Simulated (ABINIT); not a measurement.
# A GW chain in ABINIT: SrIBr (Pnma)

Wanted: ground state, empty states, screening and self-energy for SrIBr (Pnma).

Calculated with ABINIT 10.8.3; LDA and many-body steps on it, plane waves.

This is a report of a sequence of runs, with most program output left out.

**1. Set-up**

The structure is orthorhombic, space group Pnma (No. 62). Conventional cell: a = 8.169 Å, b = 5.132 Å, c = 11.031 Å, α = 90.00°, β = 90.00°, γ = 90.00°. Sr has 3 Br at 3.07 to 3.12 Å and 4 I at 3.39 to 3.51 Å nearest. Nearest to I lie 4 Sr at 3.39 to 3.51 Å. Nearest to Br lie 3 Sr at 3.07 to 3.12 Å. Farther neighbours and most contacts between anions are not listed.

The cell and positions are those that the Materials Project relaxed with its own functionals (PBE, PBE+U or r2SCAN), kept fixed. Spin-orbit coupling is left out unless a step names it.

**2. Ground state**

This step: ABINIT 10.8.3; DFT, LDA, plane waves, norm-conserving pseudopotentials.

The ground-state density comes first.

run.abi

```
acell 3*1.0 Angstrom
rprim 
  8.169106000000 0.000000000000 0.000000000000
  0.000000000000 5.131914000000 0.000000000000
  0.000000000000 0.000000000000 11.030852000000
ntypat 3
znucl 38 53 35
natom 12
typat 1 1 1 1 2 2 2 2 3 3 3 3
xred 
  0.280131000000 0.750000000000 0.421100000000
  0.780131000000 0.750000000000 0.078900000000
  0.719869000000 0.250000000000 0.578900000000
  0.219869000000 0.250000000000 0.921100000000
  0.367160000000 0.750000000000 0.109521000000
  0.867160000000 0.750000000000 0.390479000000
  0.632840000000 0.250000000000 0.890479000000
  0.132840000000 0.250000000000 0.609521000000
  0.517796000000 0.750000000000 0.637160000000
  0.017796000000 0.750000000000 0.862840000000
  0.482204000000 0.250000000000 0.362840000000
  0.982204000000 0.250000000000 0.137160000000
pp_dirpath "pseudos"
pseudos "Sr.upf, I.upf, Br.upf"
ecut 31
ngkpt 2 4 2
nshiftk 1
shiftk 0 0 0
kptopt 1
chksymbreak 0
nband 58
occopt 1
tolvrs 1e-08
nstep 60
prtwf 0
optforces 0
optstress 0
indata_prefix "in"
outdata_prefix "out"
tmpdata_prefix "tmp"
```

Command:

```sh
OMP_NUM_THREADS=1 mpirun -n 4 abinit run.abi > log
```

Wall time 2.7 min (4 MPI ranks of Arm Neoverse V2, shared host); peak memory 0.93 GiB.

Numbers from this step:

- total energy: -6887.1750 eV
- gap: 3.576 eV
- k of the valence top: 0, 0, 0
- k of the conduction bottom: 0, 0, 0
- least direct gap: 3.576 eV

The gap is direct, at Γ.

**3. Empty states on the mesh, 2×2×1 mesh, 326 bands**

The sums over transitions need many empty states on a uniform mesh; this step solves for them.

Changes to run.abi since step 2:

```diff
@@ -25,3 +25,3 @@
 ecut 31
-ngkpt 2 4 2
+ngkpt 2 2 1
 nshiftk 1
@@ -30,9 +30,10 @@
 chksymbreak 0
-nband 58
-occopt 1
-tolvrs 1e-08
+iscf -2
+irdden 1
+istwfk *1
+nband 326
+nbdbuf 28
+tolwfr 1e-09
 nstep 60
-prtwf 0
-optforces 0
-optstress 0
+prtvol 0
 indata_prefix "in"
```

It took 8.5 min on 4 MPI ranks; peak memory 1.1 GiB; 34 min of CPU time.

Numbers from this step:

| Quantity | Value |
| --- | --- |
| gap | 3.576 eV |
| k of the valence top | 0, 0, 0 |
| k of the conduction bottom | 0, 0, 0 |
| least direct gap | 3.576 eV |
| k points computed | 4 |
| lowest point of the top converged band, above the valence top | 34.67 eV |

On this mesh the gap is 3.576 eV.

**4. Screening, 2×2×1 mesh, 298 bands, screening to 89.8 eV**

The RPA dielectric matrix is built and inverted for each q.

This step: RPA screening on LDA, plane waves, norm-conserving pseudopotentials.

Changes to run.abi since step 3:

```diff
@@ -30,10 +30,11 @@
 chksymbreak 0
-iscf -2
-irdden 1
 istwfk *1
-nband 326
-nbdbuf 28
-tolwfr 1e-09
-nstep 60
-prtvol 0
+occopt 1
+irdwfk 1
+optdriver 3
+nband 298
+ecuteps 3.3
+inclvkb 2
+awtr 1
+symchi 1
 indata_prefix "in"
```

It took 11 min on 4 MPI ranks; peak memory 6.2 GiB; 44 min of CPU time.

This step gave:

```
ε∞ with local fields, on this mesh, along the program's q direction : 3.727
the same without local fields                                       : 4.452
plasma frequency                                                    : 16.92 eV
plane waves in the screening matrix                                 : 887
```

Local fields lower ε∞ by 16 %. On a Γ-centred mesh this coarse the value itself is usually too large, while a short band sum pulls it down.

**5. Self-energy, 2×2×1 mesh, 298 bands, screening to 89.8 eV**

The self-energy is evaluated for the states that the input lists, and the levels follow from it, in one-shot runs by the linearised quasiparticle equation.

This step: G0W0 on LDA, plane waves, norm-conserving pseudopotentials.

Changes to run.abi since step 4:

```diff
@@ -33,8 +33,15 @@
 irdwfk 1
-optdriver 3
+optdriver 4
 nband 298
+gwcalctyp 0
+ecutsigx 31
+symsigma 1
+nkptgw 1
+kptgw 
+  0.0000000000 0.0000000000 0.0000000000
+bdgw 
+  47 50
 ecuteps 3.3
-inclvkb 2
-awtr 1
-symchi 1
+irdscr 1
+ppmodel 1
 indata_prefix "in"
```

Elapsed: 43 s, on 4 MPI ranks; peak memory 4.3 GiB; 2.9 min of CPU time.

Numbers from this step:

| Item | Value |
| --- | --- |
| G0W0 gap on the points computed | 5.365 eV |
| starting gap on the mesh | 3.576 eV |
| k of the valence top | 0, 0, 0 |
| k of the conduction bottom | 0, 0, 0 |
| Z at the valence top | 0.805 |
| Z at the conduction bottom | 0.839 |
| least direct G0W0 gap on the computed points | 5.365 eV |

The gap on the mesh goes from 3.58 eV to 5.37 eV, a correction of +1.79 eV.

Limits: finite bands, cutoff and mesh; no spin-orbit coupling; coarse k mesh. v1 is the top filled band, c1 the lowest empty one. The levels before and after the correction (eV, zero at the valence-band top of each column):

```csv
,conduction bottom,valence top
Kohn-Sham,3.58,0.00
G0W0,5.37,0.00
```

```csv
,level,energy (eV)
Kohn-Sham,Γ v2,-0.091
Kohn-Sham,Γ v1,0.000
Kohn-Sham,Γ c1,3.576
Kohn-Sham,Γ c2,4.080
G0W0,Γ v2,-0.094
G0W0,Γ v1,0.000
G0W0,Γ c1,5.365
G0W0,Γ c2,6.031
```

**6. Where the time went**

Times are wall times on 4 MPI ranks of Arm Neoverse V2, shared host, good to a factor of about two.

```csv
step,time,share,memory (GiB)
ground state,2.7 min,12 %,0.93
empty states on the mesh,8.5 min,37 %,1.1
screening,11 min,48 %,6.2
self-energy,43 s,3 %,4.3
```

**7. Summary of results**

```
LDA gap              : 3.58 eV, direct
G0W0 gap on the mesh : 5.37 eV
GW settings          : 2×2×1 mesh, 298 bands, screening to 89.8 eV, Godby-Needs plasmon pole
known limits         : not at the basis limit; no spin-orbit coupling; coarse k mesh
```

**Reading.** G0W0 moves the gap on the mesh from 3.58 eV to 5.37 eV (+1.79 eV), with Z of 0.81 and 0.84 at the edges. Local fields lower the RPA ε∞ on this mesh from 4.45 to 3.73; a Γ-centred mesh this coarse tends to raise both, most where the direct gap is narrow, while a short band sum lowers them. Only 1 of the mesh's irreducible points was corrected, so a valley elsewhere could overtake. Bands and cutoff are finite, so the gap is not at the basis limit. The miss can reach some tenths of an eV and take either sign; the mesh is an error of its own. In the G0W0 run levels were corrected at 1 k point alone, so a gap called «on the mesh» is the least over those, and an edge elsewhere would be missed. The 2×2×1 mesh is coarse for this cell, which bears on the long-range parts of exchange and screening. The many-body steps are scalar-relativistic: spin-orbit coupling is not in them.

[Paths, hosts, dates, memory and timing lines, banners, echoed tables and standing remarks are left out of the program output.]

[Logs are printed without paths, hosts, clocks, repeated set-up lines and the standing remarks that a program may print on its own settings, such as how far it seeks lower states.]

[Runs of the session that timed out or met a known fault of the program may be left out.]

[Hosts, paths, dates, database ids (printed as entryN), source tags and the programs' standing remarks are cut or masked in the printed files.]

[G0W0 gaps are taken among the corrected bands and points alone; a level outside them can change the order at an edge.]

[Where Ansatz stands beside ABINIT at settings called matched, ABINIT's density can come from a denser mesh and the files from another edition; pairs whose starting gaps differed by over 0.03 eV were left out, so agreement reads better than it is.]
